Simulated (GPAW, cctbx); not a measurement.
## Bonding in Mg5Zr as X-rays see it

Aim: compute the bonding part of the density of Mg5Zr, find which reflections carry it, and see how it biases an ordinary refinement.

The start was made by putting kin elements into a known structure type; the compound need not exist, or be stable, in this form. All numbers below are calculated.

## Step 1: Find the equilibrium geometry

The density hangs on the geometry, so cell and atoms are relaxed first, with the symmetry held. The cutoff is set higher than for the density because stress converges slowly with plane waves.

Settings: GPAW 26.7.0, PBE, 570 eV, 4×4×4 k-points, Fermi–Dirac width 0.1 eV, BFGS to 0.03 eV/Å.

```text
cell
1.0
     0.000000000    4.147500000    4.147500000
     4.147500000    0.000000000    4.147500000
     4.147500000    4.147500000    0.000000000
Zr Mg
1 5
Direct
0.000000000 0.000000000 0.000000000
0.375300000 0.375300000 0.375300000
0.874100000 0.375300000 0.375300000
0.375300000 0.874100000 0.375300000
0.375300000 0.375300000 0.874100000
0.750000000 0.750000000 0.750000000
```

```console
$ OMP_NUM_THREADS=1 mpirun -n 4 gpaw python run.py > gpaw.log
```

```text
BFGS:    0      -14.378873        0.288850
BFGS:    1      -14.386072        0.276771
BFGS:    2      -14.412798        0.159745
BFGS:    3      -14.414659        0.150710
BFGS:    4      -14.425764        0.009506
cell  5.7744 5.7744 5.7744  60.00 60.00 60.00
volume 136.148 A^3, largest force 0.006 eV/A, largest stress 0.07 GPa
```

After 4 steps the volume has changed by -4.6 % and the energy by -0.047 eV; the largest stress left is 0.07 GPa. It took 44 s on 4 cores of Intel(R) Xeon(R) Platinum 8488C (Sapphire Rapids) (shared host), peak memory 1.1 GiB.

Relaxed structure: F-43m (no. 216), a = 8.1663 Å, b = 8.1663 Å, c = 8.1663 Å, α = 90.00°, β = 90.00°, γ = 90.00°.

```csv
atom,mult.,x,y,z
Zr1,4,0,0,0
Mg1,16,0.3739,0.1261,0.8739
Mg2,4,1/4,3/4,3/4
```

## Step 2: The all-electron density

X-rays see the whole electron density, so the PAW density is rebuilt with its core regions. Subtracting spherical free atoms from the same code cancels the cores and leaves the deformation density Δρ, the part due to bonding.

Settings: PBE, 450 eV, 5×5×5 k-points, Fermi–Dirac width 0.1 eV; primitive cell of 6 atoms.

```console
$ OMP_NUM_THREADS=1 mpirun -n 4 gpaw python run.py > gpaw.log
```

```text
|iter:   1|       0s |  -14.341880 | +0.15 |       |
|iter:   2|       1s |  -14.348320 | -1.75 | -1.50 |
|iter:   3|       2s |  -20.532758 | -0.34 | -1.52 |
...
|iter:   9|       6s |  -14.220944c| -5.86 | -4.20c|
|iter:  10|       7s |  -14.220944c| -6.57 | -4.60c|
|iter:  11|       7s |  -14.220945c| -7.48c| -5.27c|
```

```text
grid (60, 60, 60)  electrons 100.000  moved by bonding 0.829 e
deformation density beyond 0.5 A of the nuclei: max 0.035, min -0.086 e/A^3
atom        x       y       z   Voronoi charge  moment
Zr1    0.0000  0.0000  0.0000     -0.028       0.00
Mg2    0.6261  0.1217  0.6261     -0.023       0.00
Mg3    0.6261  0.6261  0.1217     -0.023       0.00
Mg4    0.1217  0.6261  0.6261     -0.023       0.00
Mg5    0.6261  0.6261  0.6261     -0.023       0.00
Mg6    0.2500  0.2500  0.2500      0.121       0.00
mean inner potential of superposed free atoms 12.834 V
total magnetic moment 0.000 muB
```

Deformation density in a plane through the shortest contact of the Mg atom at the origin, in 0.01 e/Å³ (clipped at ±99); x from -1.6 to 4.5 Å, y from 2.4 down to -2.4 Å:

```text
  0   0   1   1   1  -2  -2   .   .  -2  -2   1   1   1   0   0
  0   0   1   2   1  -1  -3  -1  -1  -3  -1   1   2   1   0   0
  1   1   1   2   1   1  -1  -2  -2  -1   1   1   2   1   1   1
  1   1   1   0   0   0   1   1   1   1   0   0   0   1   1   1
  1   1  -1  -3  -3  -2   0   1   1   0  -2  -3  -3  -1   1   1
  0   0  -3  -1   .  -1  -2   1   1  -2  -1   .  -1  -3   0   0
  0   0  -3   .   .   .  -3   0   0  -3   .   .   .  -3   0   0
  1   1  -2  -1   .  -1  -2   0   0  -2  -1   .  -1  -2   1   1
  2   2   0  -2  -3  -3  -1   1   1  -1  -3  -3  -2   0   2   2
  1   1   1   0  -1   0   1   2   2   1   0  -1   0   1   1   1
 -2  -1  -1   0   1   1   1   1   1   1   1   1   0  -1  -1  -2
  0  -1  -3  -1   1   1   1   0   0   1   1   1  -1  -3  -1   0
  .   .  -2  -1   1   1   1   0   0   1   1   1  -1  -2   .   .
```

Atoms in or within 0.15 Å of the plane: Mg (0.0, 0.0), Mg (2.9, 0.0) Å. Dots mark points within about 0.45 Å of a nucleus; large values next to them are atomic features.

Hardly any net charge crosses the Voronoi midplanes, which need not mean no transfer: free-atom tails already reach into the neighbours' cells. Along the shortest contact from the Mg atom at the map's origin, Mg–Mg at 2.86 Å, Δρ is +0.01 e/Å³ at the midpoint: little piles up between the atoms, as is usual in a metallic crystal, which this run finds. At the midpoints of other shortest contacts it is +0.01 (Zr–Mg, 3.38 Å) e/Å³. Point values carry grid noise of about 0.01 e/Å³. The run needed 11 iterations, 15 s.

## Step 3: From the density to structure factors

The Fourier components of Δρ, added to those of the free atoms, give the static X-ray structure factors; the Mott–Bethe relation turns them into the Fourier components V of the potential that fast electrons feel.

```text
static structure factors of the conventional cell: F in electrons, V (Mott-Bethe) in volts
   h  k  l      d  |F| table  |F| free   |F| DFT   change   |V| free  |V| DFT  change %
   1  1  1  4.7148    88.755    88.724    89.083    0.359     1.369    1.291     -5.7
   0  2  0  4.0831    98.362    98.380    98.625    0.245     1.539    1.504     -2.2
   0  2  2  2.8872   166.969   166.984   166.327   -0.657     2.880    2.926      1.6
   1  3  1  2.4622   193.416   193.217   192.272   -0.946     3.203    3.251      1.5
   2  2  2  2.3574   163.465   163.233   162.196   -1.038     2.793    2.848      2.0
   0  4  0  2.0416    19.898    20.041    20.502    0.461     0.139    0.155     11.6
   1  3  3  1.8735    68.786    68.844    68.896    0.053     0.672    0.670     -0.2
   0  4  2  1.8260    83.285    83.320    83.413    0.094     0.879    0.877     -0.3
   2  4  2  1.6669   138.226   138.133   138.306    0.173     1.635    1.631     -0.2
   3  3  3  1.5716   163.433   163.239   163.499    0.261     1.965    1.960     -0.3
   1  5  1  1.5716   161.243   161.049   161.400    0.351     1.941    1.934     -0.4
   0  4  4  1.4436   238.606   238.178   238.686    0.508     2.836    2.827     -0.3
   1  5  3  1.3804    63.476    63.770    63.667   -0.104     0.519    0.520      0.3
   2  4  4  1.3610    70.682    70.958    70.853   -0.105     0.599    0.600      0.3
```

The largest X-ray change is -1.04 e on 222, 0.6 % of |F|. For electrons V goes as (Z − F)/g², so a change of F counts against Z − F, which is small at low angle and wherever the atoms' terms cancel: |V| of 040 moves by +11.6 % (0.14 to 0.15 V) against +2.3 % in |F|. The last three rows still change by up to 0.51 e; the table stops while the angles are still low. The tabulated Hartree–Fock atoms differ from the free DFT atoms by up to 0.43 e, so the choice of reference atom matters too.

## Step 4: How cheap can the run be?

Cutoff and k-mesh: one is changed at a time, to find what the result needs.

```csv
run,ΔF 222 (e),ΔF 131 (e),ΔF 022 (e),q(Zr) (e),moved (e),time
450 eV 5×5×5,-1.038,-0.946,-0.657,-0.028,0.829,15 s
250 eV 5×5×5,-1.030,-0.944,-0.667,-0.011,0.879,9.6 s
350 eV 5×5×5,-1.034,-0.945,-0.656,-0.024,0.828,9.9 s
750 eV 5×5×5,-1.040,-0.945,-0.659,-0.017,0.836,26 s
450 eV 2×2×2,-1.100,-1.057,-0.640,+0.028,0.872,9.2 s
450 eV 3×3×3,-0.962,-0.930,-0.617,-0.046,0.800,11 s
```

Within 0.02 e of the base on all three: 250 eV 5×5×5, 350 eV 5×5×5 and 750 eV 5×5×5. The largest error, 0.111 e, comes with 450 eV 2×2×2. Times are from shared hosts.

## Step 5: Refining ordinary atoms against data with bonding

Routine crystallography fits spherical atoms. To see the bias, intensities are simulated from tabulated atoms plus the DFT change ΔF, so that bonding alone can misfit (8872 reflections of the full sphere, merged to the counts below, to 0.4 Å, 1.5 % proportional noise plus counting noise, assumed isotropic U as listed, Δρ smeared by the mean U) and refined with cctbx over different ranges.

| range | data | R1 | GooF | U Zr1 (true 0.0036) | U Mg1 (true 0.0053) | U Mg2 (true 0.0053) | largest shift (Å) | Δρ max, min (e/Å³) |
| --- | --- | --- | --- | --- | --- | --- | --- | --- |
| all data | 496 | 0.0028 | 0.95 | 0.0036 | 0.0053 | 0.0053 | 0.0000 | 0.14, -0.09 |
| low resolution, d > 0.84 | 68 | 0.0028 | 1.09 | 0.0036 | 0.0053 | 0.0053 | 0.0004 | 0.07, -0.04 |
| high order, d < 0.75 | 402 | 0.0029 | 0.94 | 0.0036 | 0.0053 | 0.0053 | 0.0000 | 0.10, -0.08 |
| occupancies free, d > 0.7 | 114 | 0.0025 | 0.99 | 0.0036 | 0.0052 | 0.0053 | 0.0001 | 0.07, -0.08 |

With all data GooF is 0.95, so at this noise the bonding hardly shows; the top residual peak lies 1.55 Å from Zr and 2.10 Å from Mg. No U is off by more than 3 s.u. at low resolution. With Zr1 held at 1 and the scale free, the other occupancies refine to Mg1 0.998(0.001) and Mg2 0.999(0.003), within three s.u. of full.

## Step 6: Answer

Bonding moves 0.83 e in the primitive cell of Mg5Zr and changes the structure factors of the conventional cell in the table above by at most 1.04 e (222, 0.6 %), and among reflections above 2 % of the strongest by up to 2.3 % (040). The shortest bond, Mg–Mg, has Δρ = +0.01 e/Å³ at its midpoint, with no localised bond charge. Within 0.02 e of the base on all three: 250 eV 5×5×5, 350 eV 5×5×5 and 750 eV 5×5×5. The largest error, 0.111 e, comes with 450 eV 2×2×2. With all data GooF is 0.95, so at this noise the bonding hardly shows. Limits: static density, frozen cores, no spin–orbit coupling.

[Outputs are excerpts: Python notices, other lines and further rows are left out; steps that failed or that the build refused (PBEsol, TPSS) are not shown.]

[Logs are printed without paths, hosts, clocks, repeated set-up lines and the standing remarks that a program may print on its own settings, such as how far it seeks lower states.]
